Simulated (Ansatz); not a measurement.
# Ba on Ir(111): change of the work function, part 2 of 2

How does one ordered layer of Ba (fcc site) change the work function of Ir(111), and what dipole does each adsorbate carry?

Ansatz 0.2.0; plane-wave DFT, PBE, Ansatz PAW.

So far, work function, upper face (eV): step 2 (the clean slab) 5.49.

## 3. Adsorbate added

System of this step: Ba/Ir(111). The cell holds 17 atoms: 16 Ir and 1 Ba. Cell: a = 5.431 Å, b = 5.431 Å, c = 27.950 Å, α = 90.0°, β = 90.0°, γ = 60.0°. Vacuum lies along c.

The clean slab as it ended is repeated in the plane and the adsorbate is set on one face; the cell's size fixes the coverage, and the k-mesh shrinks with it to keep the sampling density about even. Adsorbate and upper layers relax, since the dipole depends on the height.

input.yaml

```yaml
crystal:
  lattice:
    - [5.4305800796, 0.0, 0.0]
    - [2.7152900398, 4.7030203062, 0.0]
    - [0.0, 0.0, 27.950071296]
  atoms:
    - { symbol: Ir, position: [0.0, 0.0, 0.3220027564] }
    - { symbol: Ir, position: [0.1666666667, 0.1666666667, 0.4013236644] }
    - { symbol: Ir, position: [0.3333333333, 0.3333333333, 0.4805522328] }
    - { symbol: Ir, position: [0.0, 0.0, 0.559400465] }
    - { symbol: Ir, position: [0.0, 0.5, 0.3220027564] }
    - { symbol: Ir, position: [0.1666666667, 0.6666666667, 0.4013236644] }
    - { symbol: Ir, position: [0.3333333333, 0.8333333333, 0.4805522328] }
    - { symbol: Ir, position: [0.0, 0.5, 0.559400465] }
    - { symbol: Ir, position: [0.5, 0.0, 0.3220027564] }
    - { symbol: Ir, position: [0.6666666667, 0.1666666667, 0.4013236644] }
    - { symbol: Ir, position: [0.8333333333, 0.3333333333, 0.4805522328] }
    - { symbol: Ir, position: [0.5, 0.0, 0.559400465] }
    - { symbol: Ir, position: [0.5, 0.5, 0.3220027564] }
    - { symbol: Ir, position: [0.6666666667, 0.6666666667, 0.4013236644] }
    - { symbol: Ir, position: [0.8333333333, 0.8333333333, 0.4805522328] }
    - { symbol: Ir, position: [0.5, 0.5, 0.559400465] }
    - { symbol: Ba, position: [0.1666666667, 0.1666666667, 0.6779972436] }
kpoints:
  mp_grid: { grid: [6, 6, 1] }
hamiltonian:
  xc: pbe
scf:
  occupations: { method: fermi_dirac, width: 0.1 }
  convergence: { dr2_threshold: 1.0e-08 }
efield:
  axis: 3
  dipole_correction: true
  ramp_position: 0.97
  ramp_width: 0.06
relax:
  f_tol: 0.02
  max_steps: 60
  constraints: [{ sites: [0, 1, 4, 5, 8, 9, 12, 13] }]
output:
  dos: { projected: true, e_range: [-8, 4] }
  write_potential: true
  write_density: true
  volumetric_format: npy
  elf: true
```

Run with:

```sh
> ansatz run input.yaml --threads 4 --pin off --max-ram 6144MiB --backend cpu --events-out ev --progress --plain --runs-dir out
```

Numbers of over 12 decimals in the logs are rounded to 6 here.

What it wrote:

```text
[...]
Crystal: 17 atoms, lattice volume = 713.848 Å³
Basis set: ecut = 420 eV, 13875 PW (Γ), exchange–correlation on 80×80×384 points (8 copies of the dense FFT grid, shifted against one another)
Bands: 170, of which v1, the nominal top of the filled ones, is band 141 counted from 1 (140 counted from 0)
Symmetry: 6 space group operations
[...]
k-points: 7 of 36 (time reversal used)
[...]
SCF iter   1: F=—  HF=-196909.191741 eV  |F-HF|=—  |Δ(HF+E_count)|=         —  Δρ=8.75e-3  dr2=8.82e0  ethr=1.77e-3  p=0.452 e·Å  D=1.15e-1 V/Å  ΔV_dip=-3.21 eV  dr2_dipole=3.53e0  V_vac-E_F(+/−)=2.02/5.22 eV  ⟨swp⟩=10.1  Hψ=5980  notcnv=0  defer=2
[...]
SCF iter  13: F=-196909.035060 eV  HF=-196909.035060 eV  |F-HF|=4.22e-9  |Δ(HF+E_count)|=  5.82e-10  Δρ=3.48e-7  dr2=2.23e-9  ethr=3.55e-12  p=0.393 e·Å  D=9.97e-2 V/Å  ΔV_dip=-2.79 eV  dr2_dipole=1.63e-10  V_vac-E_F(+/−)=2.71/5.50 eV  ⟨swp⟩=9.9  Hψ=7989  notcnv=0
SCF 1 converged in 13 iterations: F = -196909.035060 eV  dr2 = 2.23e-9
[...]
relax step   1: F+E_penalty+E_count = -196909.03506015 eV  Δ(F+E_penalty+E_count) = +0.000e0 eV  max|allowed force component| = 1.488e0 eV/Å  Δτ_max = 0.0000 Å  (13 SCF iters, accepted)
[...]
SCF iter  12: F=-196909.373523 eV  HF=-196909.373523 eV  |F-HF|=7.28e-10  |Δ(HF+E_count)|=   2.16e-8  Δρ=5.57e-7  dr2=7.16e-9  ethr=3.55e-12  p=0.407 e·Å  D=1.03e-1 V/Å  ΔV_dip=-2.89 eV  dr2_dipole=8.90e-10  V_vac-E_F(+/−)=2.62/5.51 eV  ⟨swp⟩=15.6  Hψ=9584  notcnv=0
SCF 2 converged in 12 iterations: F = -196909.373523 eV  dr2 = 7.16e-9
[...]
relax step   2: F+E_penalty+E_count = -196909.37352272 eV  Δ(F+E_penalty+E_count) = -3.385e-1 eV  max|allowed force component| = 1.403e0 eV/Å  Δτ_max = 0.1953 Å  (12 SCF iters, accepted)
[...]
SCF iter  12: F=-196909.632733 eV  HF=-196909.632733 eV  |F-HF|=6.11e-10  |Δ(HF+E_count)|=   2.80e-8  Δρ=6.07e-7  dr2=9.81e-9  ethr=3.55e-12  p=0.434 e·Å  D=1.10e-1 V/Å  ΔV_dip=-3.07 eV  dr2_dipole=1.93e-9  V_vac-E_F(+/−)=2.44/5.51 eV  ⟨swp⟩=15.3  Hψ=9611  notcnv=0
SCF 3 converged in 12 iterations: F = -196909.632733 eV  dr2 = 9.81e-9
relax step   3: F+E_penalty+E_count = -196909.63273302 eV  Δ(F+E_penalty+E_count) = -2.592e-1 eV  max|allowed force component| = 1.066e0 eV/Å  Δτ_max = 0.1939 Å  (12 SCF iters, accepted)
[...]
relax step   4: F+E_penalty+E_count = -196909.78374437 eV  Δ(F+E_penalty+E_count) = -1.510e-1 eV  max|allowed force component| = 3.461e-1 eV/Å  Δτ_max = 0.1990 Å  (13 SCF iters, accepted)
[...]
relax step   5: F+E_penalty+E_count = -196909.80768614 eV  Δ(F+E_penalty+E_count) = -2.394e-2 eV  max|allowed force component| = 9.803e-2 eV/Å  Δτ_max = 0.0864 Å  (11 SCF iters, accepted)
SCF iter   1: F=—  HF=-196909.808721 eV  |F-HF|=—  |Δ(HF+E_count)|=         —  Δρ=6.31e-4  dr2=4.11e-2  ethr=7.53e-6  p=0.490 e·Å  D=1.24e-1 V/Å  ΔV_dip=-3.47 eV  dr2_dipole=1.16e-2  V_vac-E_F(+/−)=2.05/5.52 eV  ⟨swp⟩=2.7  Hψ=2219  notcnv=0  defer=16
[...]
SCF iter  10: F=-196909.809218 eV  HF=-196909.809218 eV  |F-HF|=5.88e-9  |Δ(HF+E_count)|=   2.74e-9  Δρ=4.13e-7  dr2=5.57e-9  ethr=3.55e-12  p=0.494 e·Å  D=1.25e-1 V/Å  ΔV_dip=-3.50 eV  dr2_dipole=2.87e-10  V_vac-E_F(+/−)=2.01/5.51 eV  ⟨swp⟩=12.9  Hψ=10149  notcnv=0
SCF 6 converged in 10 iterations: F = -196909.809218 eV  dr2 = 5.57e-9
relax step   6: F+E_penalty+E_count = -196909.80921816 eV  Δ(F+E_penalty+E_count) = -1.532e-3 eV  max|allowed force component| = 1.338e-2 eV/Å  Δτ_max = 0.0120 Å  (10 SCF iters, accepted)
NSCF: frozen V_eff on 7 k-points
[...]
SCF converged after 10 iterations
Free energy (F): -196909.809218 eV
[...]
Internal energy: -196909.183810 eV  (E = F + TS)
E sigma→0 (E₀):  -196909.496514 eV
Entropy (-TS):   -0.625408 eV (-36.789 meV/atom)
Fermi energy:    6.443763 eV
Dipole field:    D = 0.125186 V/Å  (p = 0.493856 e·Å, saw-weighted, corrected)
Work function:   Φ+ = 2.0105 eV   Φ− = 5.5095 eV
[...]
--- Forces (eV/Å), atoms counted from 1 ---
  atom   1  Ir     0.01760385     0.01016359     0.17694406
  atom   2  Ir    -0.00000000    -0.00000000    -0.02866205
  atom   3  Ir     0.00071211     0.00041114     0.00449206
  atom   4  Ir    -0.00712110    -0.00411137     0.00200373
  atom   5  Ir     0.00000000    -0.02032718     0.17694406
  atom   6  Ir     0.10116481    -0.05840753    -0.24752802
  atom   7  Ir     0.00000000    -0.00082228     0.00449206
  atom   8  Ir     0.00000000     0.00822274     0.00200373
  atom   9  Ir    -0.01760385     0.01016359     0.17694406
  atom  10  Ir     0.00000000     0.11681506    -0.24752802
  atom  11  Ir    -0.00071211     0.00041114     0.00449206
  atom  12  Ir     0.00712110    -0.00411137     0.00200373
  atom  13  Ir     0.00000000    -0.00000000     0.23279794
  atom  14  Ir    -0.10116481    -0.05840753    -0.24752802
  atom  15  Ir    -0.00000000     0.00000000     0.01170061
  atom  16  Ir     0.00000000    -0.00000000    -0.01338158
  atom  17  Ba     0.00000000    -0.00000000    -0.01015740
  max |Σ_I F_I| component: 3.30e-5 eV/Å
--- Band table (eV; the first three rows and the last of 7) ---
  k-point 0: bands = [... 137 lower, 7.0154, 7.0154, 7.0693, 7.1676, 7.1676, 7.3322, 7.3322, 7.4484, ... 25 higher]
  k-point 1: bands = [... 137 lower, 6.6466, 6.7174, 6.7911, 6.8470, 6.9282, 6.9589, 6.9830, 7.0816, ... 25 higher]
  k-point 2: bands = [... 137 lower, 5.8959, 5.8992, 6.2083, 6.2778, 6.3837, 6.4978, 6.5557, 6.5802, ... 25 higher]
  k-point 6: bands = [... 137 lower, 6.0359, 6.0483, 6.1611, 6.1735, 6.2003, 6.4456, 6.5394, 6.5901, ... 25 higher]
--- Relaxed structure (6 steps of the walk, 6 accepted, 0 SCFs on fresh bases) ---
  F+E_penalty+E_count = -196909.80921816 eV   max|allowed force component| = 1.338e-2 eV/Å
  atoms:
    - { symbol: Ir, position: [-1.795949010449182e-17, -1.7959490104491818e-17, 0.322003] }
    - { symbol: Ir, position: [0.166667, 0.166667, 0.401324] }
    - { symbol: Ir, position: [0.333456, 0.333456, 0.481452] }
    - { symbol: Ir, position: [-0.00279237, -0.00279237, 0.560180] }
    - { symbol: Ir, position: [2.7755575615628914e-17, 0.500000, 0.322003] }
    - { symbol: Ir, position: [0.166667, 0.666667, 0.401324] }
    - { symbol: Ir, position: [0.333456, 0.833088, 0.481452] }
    - { symbol: Ir, position: [-0.00279237, 0.505585, 0.560180] }
    - { symbol: Ir, position: [0.500000, -1.7959490104491818e-17, 0.322003] }
    - { symbol: Ir, position: [0.666667, 0.166667, 0.401324] }
    - { symbol: Ir, position: [0.833088, 0.333456, 0.481452] }
    - { symbol: Ir, position: [0.505585, -0.00279237, 0.560180] }
    - { symbol: Ir, position: [0.5, 0.500000, 0.322003] }
    - { symbol: Ir, position: [0.666667, 0.666667, 0.401324] }
    - { symbol: Ir, position: [0.833333, 0.833333, 0.479009] }
    - { symbol: Ir, position: [0.5, 0.500000, 0.562392] }
    - { symbol: Ba, position: [0.166667, 0.166667, 0.653431] }
```

The job ended after 3.6 min (4 threads of Arm Neoverse V1, shared host; peak memory 3 GiB).

Step by step:

| step | energy less that of the first step (eV) | largest force component (eV/Å) |
| --- | --- | --- |
| 1 | 0.0000 | 1.4879 |
| 2 | -0.3385 | 1.4031 |
| 3 | -0.5977 | 1.0660 |
| 4 | -0.7487 | 0.3461 |
| 5 | -0.7726 | 0.0980 |
| 6 | -0.7742 | 0.0134 |

Forces are held to the 6 operations that the run works with; a distortion that breaks them can't arise in this run.

The atoms that moved most (Å):

| atom | dx | dy | dz | length |
| --- | --- | --- | --- | --- |
| Ba17 | 0.000 | 0.000 | -0.687 | 0.687 |
| Ir16 | 0.000 | 0.000 | 0.084 | 0.084 |
| Ir15 | 0.000 | 0.000 | -0.043 | 0.043 |
| Ir4 | -0.023 | -0.013 | 0.022 | 0.034 |
| Ir12 | 0.023 | -0.013 | 0.022 | 0.034 |
| Ir8 | 0.000 | 0.026 | 0.022 | 0.034 |
| Ir11 | -0.001 | 0.001 | 0.025 | 0.025 |
| Ir3 | 0.001 | 0.001 | 0.025 | 0.025 |

Final coordinates:

```xyz
17
Lattice="5.4306 0.0000 0.0000 2.7153 4.7030 0.0000 0.0000 0.0000 27.9501" Properties=species:S:1:pos:R:3
Ir    0.0000    0.0000    9.0000
Ir    1.3576    0.7838   11.2170
Ir    2.7163    1.5683   13.4566
Ir   -0.0227   -0.0131   15.6571
Ir    1.3576    2.3515    9.0000
Ir    2.7153    3.1353   11.2170
Ir    4.0729    3.9180   13.4566
Ir    1.3576    2.3778   15.6571
Ir    2.7153    0.0000    9.0000
Ir    4.0729    0.7838   11.2170
Ir    5.4296    1.5683   13.4566
Ir    2.7380   -0.0131   15.6571
Ir    4.0729    2.3515    9.0000
Ir    5.4306    3.1353   11.2170
Ir    6.7882    3.9192   13.3883
Ir    4.0729    2.3515   15.7189
Ba    1.3576    0.7838   18.2634
```

Numbers from this step:

| Property | Result |
| --- | --- |
| energy at zero smearing | -196909.4965 eV |
| work function, upper face | 2.010 eV |
| work function, lower face | 5.510 eV |
| dipole along the normal | 0.4939 e·Å |
| step between the vacuum levels | -3.499 eV |

Running mean over 2.217 Å of the planar mean; the ramp of the sawtooth is left out. Table of electron's electrostatic potential energy less the Fermi level by z:

z (Å), electron's electrostatic potential energy less the Fermi level (eV) and a bar from the least value:
```
      3.5        5.5 ##############################
      4.0        5.5 ##############################
      4.5        5.5 ##############################
      5.0        5.5 ##############################
      5.5        5.5 ##############################
      6.0        5.4 ##############################
      6.5        5.2 ##############################
      7.0        4.3 ############################
      7.5        0.8 #######################
      8.0       -5.5 #############
      8.5      -10.8 ####
      9.0      -12.7 #
      9.5      -13.1 #
     10.0      -13.3 
     10.5      -13.4 
     11.0      -13.5 
     11.5      -13.5 
     12.0      -13.5 
     12.5      -13.5 
     13.0      -13.5 
     13.5      -13.5 
     14.0      -13.3 
     14.5      -13.1 #
     15.0      -13.1 #
     15.5      -13.0 #
     16.0      -12.1 ##
     16.5       -8.9 #######
     17.0       -4.3 ##############
     17.5       -2.0 ##################
     18.0       -2.3 ##################
     18.5       -2.7 #################
     19.0       -2.2 ##################
     19.5       -0.9 ####################
     20.0        0.5 ######################
     20.5        1.3 #######################
     21.0        1.6 ########################
     21.5        1.8 ########################
     22.0        1.9 ########################
     22.5        2.0 ########################
     23.0        2.0 ########################
     23.5        2.0 ########################
     24.0        2.0 ########################
     24.5        2.0 ########################
```

The density of states has structure finer than the step of the table below, so its rows give means over 0.25 eV, whole bins alone (the curve runs from -8 to 1.98 eV). Peaks (eV: height): -3.430: 47.9, -3.340: 43.4, -3.100: 39.2, -3.010: 40.1, -0.270: 45.9, 0.480: 41.5, 1.200: 45.5.

Table of density of states by energy, zero at the Fermi level; means over each step:

energy (eV), density of states (states/eV a cell) and a bar:
```
    -7.75        2.5 
    -7.50       10.4 ########
    -7.25       10.5 ########
    -7.00       13.3 ##########
    -6.75       14.1 ###########
    -6.50       18.2 ###############
    -6.25       21.3 ##################
    -6.00       18.2 ###############
    -5.75       12.1 #########
    -5.50       14.2 ###########
    -5.25       17.4 ##############
    -5.00       11.3 #########
    -4.75       19.8 #################
    -4.50       16.3 #############
    -4.25       16.2 #############
    -4.00       22.3 ###################
    -3.75       21.3 ##################
    -3.50       33.5 ##############################
    -3.25       27.1 ########################
    -3.00       28.9 #########################
    -2.75       18.4 ###############
    -2.50       16.2 #############
    -2.25       14.1 ###########
    -2.00       25.9 #######################
    -1.75       14.9 ############
    -1.50       13.0 ##########
    -1.25       20.5 #################
    -1.00       23.9 #####################
    -0.75       22.4 ###################
    -0.50       18.9 ################
    -0.25       17.9 ###############
     0.00       19.5 ################
     0.25       20.0 #################
     0.50       25.1 ######################
     0.75       23.0 ####################
     1.00       17.7 ###############
     1.25       15.5 #############
     1.50       12.8 ##########
     1.75        7.6 #####
```

Projected DOS per atom over height of the atomic layer and energy from the Fermi level. Layers: Ir4 Ir4 Ir4 Ir4 Ba from below.

Values in states/eV, 22 rows by 5 columns, each cell a mean:
```
0.34 0.18 0.19 0.34 0.16
0.74 0.72 0.79 0.78 0.28
0.99 1.44 1.39 0.87 0.42
1.40 1.37 1.26 1.06 0.67
1.31 0.92 0.89 1.22 0.52
1.28 0.97 0.92 1.31 0.20
1.62 1.02 1.15 1.61 0.18
1.21 0.76 0.85 1.12 0.16
1.58 1.07 1.18 1.35 0.46
1.17 0.74 0.71 1.29 0.23
1.63 0.88 0.93 1.51 0.08
2.21 1.57 1.57 2.28 0.08
1.47 1.54 1.49 1.67 0.04
0.99 1.18 1.17 1.12 0.03
0.84 1.18 1.21 0.92 0.02
0.88 0.93 0.95 0.91 0.01
0.87 0.92 0.90 0.90 0.01
0.90 1.21 1.17 0.89 0.02
0.89 1.50 1.44 0.94 0.02
0.47 1.25 1.23 0.47 0.03
0.37 1.01 0.97 0.37 0.03
0.14 0.35 0.33 0.14 0.01
```
Columns: height of the atomic layer (Å) from 9 to 18.3 (not evenly spaced); rows upwards: energy from the Fermi level (eV) from -7.96 to 1.95.

ELF in the ca plane at fractional y = 0.167, with atoms of Ir and Ba within 0.2 Å of it. It is the smooth field of the valence electrons, not physical close to the nuclei.

Values, 8 rows by 16 columns, each cell a mean:
```
0.38 0.28 0.31 0.28 0.43 0.32 0.38 0.35 0.22 0.47 0.24 0.08 0.10 0.05 0.01 0.00
0.29 0.35 0.50 0.30 0.32 0.26 0.29 0.31 0.21 0.05 0.04 0.10 0.11 0.05 0.01 0.00
0.30 0.44 0.57 0.32 0.30 0.19 0.29 0.34 0.23 0.08 0.07 0.13 0.11 0.05 0.01 0.00
0.30 0.36 0.52 0.30 0.30 0.25 0.30 0.31 0.21 0.04 0.04 0.10 0.11 0.05 0.01 0.00
0.38 0.28 0.31 0.28 0.43 0.32 0.38 0.35 0.21 0.43 0.22 0.08 0.10 0.05 0.01 0.00
0.29 0.34 0.50 0.30 0.32 0.26 0.28 0.29 0.50 0.76 0.62 0.11 0.09 0.06 0.02 0.00
0.31 0.44 0.57 0.32 0.29 0.19 0.28 0.29 0.58 0.18 0.73 0.13 0.09 0.06 0.02 0.00
0.30 0.35 0.52 0.30 0.30 0.25 0.29 0.29 0.52 0.73 0.64 0.11 0.09 0.06 0.02 0.00
```
Columns run along c (16.0 Å, from fractional 0.32 to 0.89 of the cell), rows up along a (5.4 Å). Atoms in or near the plane, at fractional coordinates: Ir at (0.40, 0.17), Ir at (0.40, 0.67), Ba at (0.65, 0.17).

Valence density in the ca plane at fractional y = 0.167, with atoms of Ir and Ba within 0.2 Å of it. It is the smooth field of the valence electrons, not physical close to the nuclei.

Ten steps, logarithmic in the rise over the least value, from '0' (0.0 e/Å³) to '9' (9.0 e/Å³), each cell a mean:
```
65433343334666434566432223321000000000000000
65433444334566434566431111100000000000000000
54334676433454333454321100000000000000000000
33347998643333222333221000000000000000000000
33347999743333222333221000000000000000000000
33346898643333322333321000000000000000000000
54334666433454333455321100000000000000000000
65433343334666434566432111110000000000000000
65433444334566434565432233331000000000000000
54334676433454333444322455553100000000000000
33347998643333222333323555554210000000000000
33347999743333222233223553455210000000000000
33346898643333322333323555554210000000000000
54334666433454333454322355543100000000000000
```
Columns run along c (16.0 Å, from fractional 0.32 to 0.89 of the cell), rows up along a (5.4 Å). Atoms in or near the plane, at fractional coordinates: Ir at (0.40, 0.17), Ir at (0.40, 0.67), Ba at (0.65, 0.17).

Electrostatic potential energy in the ca plane at fractional y = 0.167, with atoms of Ir and Ba within 0.2 Å of it. With pseudopotentials it is smooth inside the atoms' cores, unlike the true potential.

Ten even steps from '0' (-45 eV) to '9' (10 eV), each cell a mean:
```
35899888998534788534799887788999999999999999
35899878998534788545799999999999999999999999
67886324788767899777899999999999999999999999
89973000389989999999999999999999999999999999
99971000279999999999999999999999999999999999
88983000489888999988999999999999999999999999
67887435788767898766899999999999999999999999
35899888998534788534799998899999999999999999
35899878998534788545799876778999999999999999
67886324788767899877898643357899999999999999
89973000389989999999998421125899999999999999
99971000279999999999997410025899999999999999
88983000489888999989998521136899999999999999
67887435788767898767898743357899999999999999
```
Columns run along c (16.0 Å, from fractional 0.32 to 0.89 of the cell; values clipped at the 3rd and 97th percentile), rows up along a (5.4 Å). Atoms in or near the plane, at fractional coordinates: Ir at (0.40, 0.17), Ir at (0.40, 0.67), Ba at (0.65, 0.17).

The relaxation took 6 steps and lowered the energy by 0.77 eV; the largest force on the free atoms ends at 0.013 eV/Å.

By hand: a sheet of dipoles makes a step −p/(ε₀A) in the electron's potential. With e/ε₀ = 180.95 V·Å, p = 0.4939 e·Å and A = 25.54 Å², that is −180.95 × (0.4939) / 25.54 = -3.499 eV, and the two vacuum levels of the run differ by -3.499 eV.

The covered face has 2.01 eV, -3.48 eV against the clean one; the bare back face has moved by +0.02 eV, a measure of how thin the slab is.

## 4. Work function against coverage

This step: plane-wave DFT, PBE, Ansatz PAW; work function against coverage (Ansatz 0.2.0).

The runs are now put side by side.

Numbers from this step:

| Quantity | Value |
| --- | --- |
| work function of the clean face | 5.486 eV |
| largest change of the work function | -3.476 eV |

Work function of the covered face against coverage:

| coverage (adsorbates/nm²) | work function of the covered face (eV) |
| --- | --- |
| 0.00 | 5.49 |
| 3.92 | 2.01 |

The dipole per adsorbate comes from the change of the cell's dipole. Coverage, by row:

| coverage (1/nm²) | coverage (ML) | work function (eV) | change (eV) | dipole per adsorbate, positive end outwards (debye) | mean height of the added atoms over the highest substrate atom (Å) |
| --- | --- | --- | --- | --- | --- |
| 3.915 | 0.25 | 2.01 | -3.476 | 2.367 | 2.545 |

## 5. Outcome

```
work function of the clean face                        : 5.49 eV
work function at 0.25 ML                               : 2.01 eV
dipole per adsorbate at 0.25 ML, positive end outwards : 2.37 D
```

In words: Ba lowers the work function of Ir(111) at the lowest coverage, by 3.48 eV: the adsorbate layer has its positive end outwards. One coverage alone was completed, so no trend follows. The slab has 4 layers, at the tabulated experimental lattice constant, one starting site was run, and quantum-size effects of a slab this thin can reach one or two tenths of an eV.

[Logs are printed without paths, hosts, clocks, repeated set-up lines and the standing remarks that a program may print on its own settings, such as how far it seeks lower states.]

[Hosts, paths, dates, database ids (printed as entryN), source tags and the programs' standing remarks are cut or masked in the printed files.]

[Maps of the electrostatic potential energy from Ansatz leave out the sawtooth potential of an applied field or a dipole correction, so their vacuum need not be flat; planar profiles and work functions include it.]

[The density of states shown here was stored with 400 of the rows of the run's finer table, so its peaks can read low, often by over a quarter, or be missed, and its means over a window can be off by a tenth or more.]
